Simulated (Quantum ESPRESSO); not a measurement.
Records of electronic-structure calculations.

### Collinear magnetic orders of CrSBr with Quantum ESPRESSO

The structure is orthorhombic, space group Pmmn (No. 59). Conventional cell: a = 3.540 Å, b = 4.755 Å, c = 8.394 Å, α = 90.00°, β = 90.00°, γ = 90.00°. Cr has 4 S at 2.39 to 2.42 Å and 2 Br at 2.51 Å nearest. Nearest to S lie 4 Cr at 2.39 to 2.42 Å. Nearest to Br lie 2 Cr at 2.51 Å. Farther neighbours and most contacts between anions are not listed.

```
CELL_PARAMETERS angstrom
3.54046 0.00000 0.00000
0.00000 4.75547 0.00000
0.00000 0.00000 8.39404
ATOMIC_POSITIONS crystal
Cr 0.50000 0.00000 0.87874
Cr 0.00000 0.50000 0.12126
S 0.50000 0.50000 0.92950
S 0.00000 0.00000 0.07050
Br 0.00000 0.00000 0.66596
Br 0.50000 0.50000 0.33404
```

* method: LDA with U = 3.5 eV on Cr d (ortho-atomic projectors); plane waves with GBRV 1.5 LDA potentials, no spin-orbit coupling (and 1 further level or step)
* program: Quantum ESPRESSO 7.5
* settings of one run: GBRV 1.5 LDA, cutoff 544.23 eV, 6×6×6 k-mesh, 40 bands, fermi-dirac occupations, smearing width 0.05 eV, collinear spin, SCF threshold 1.20e-8, Hubbard form dudarev, Hubbard projectors ortho-atomic, mesh matched on, starting moments 3 3 0 0 0 0 μB
* cost: 2 runs, 4.6 min in all on 4 MPI ranks of Intel Xeon Platinum 8375C at 2.90GHz (Ice Lake), shared host (the runs of this entry)
* notes: The run is spin-polarised, with a total moment of 6.00 μB a cell (absolute 7.32).
* lowest state found: ferromagnetic (from ferro ++)
* largest site moment: 2.93 μB
* next state with moments: antiferromagnetic, 59.5 meV a seeded atom higher

Only these 2 starts were compared; other wavevectors, canted and longer-period orders were not. A computed site moment is spin alone and hangs on the region that is counted: the program's spheres do not touch and miss the tail of the moment. Measured moments hold any orbital part as well, and belong to the order of the sample, which need not be the order of this run.

[Logs and program files are shortened in this print: banners, set-up blocks, solver, clock and traceback lines can be left out without a mark of their own.]

[Logs are printed without paths, hosts, clocks, repeated set-up lines and the standing remarks that a program may print on its own settings, such as how far it seeks lower states.]

[Hosts, paths, dates, database ids (printed as entryN), source tags and the programs' standing remarks are cut or masked in the printed files.]

[Where a cell is said to come from a database of computed structures, the database is the Materials Project.]
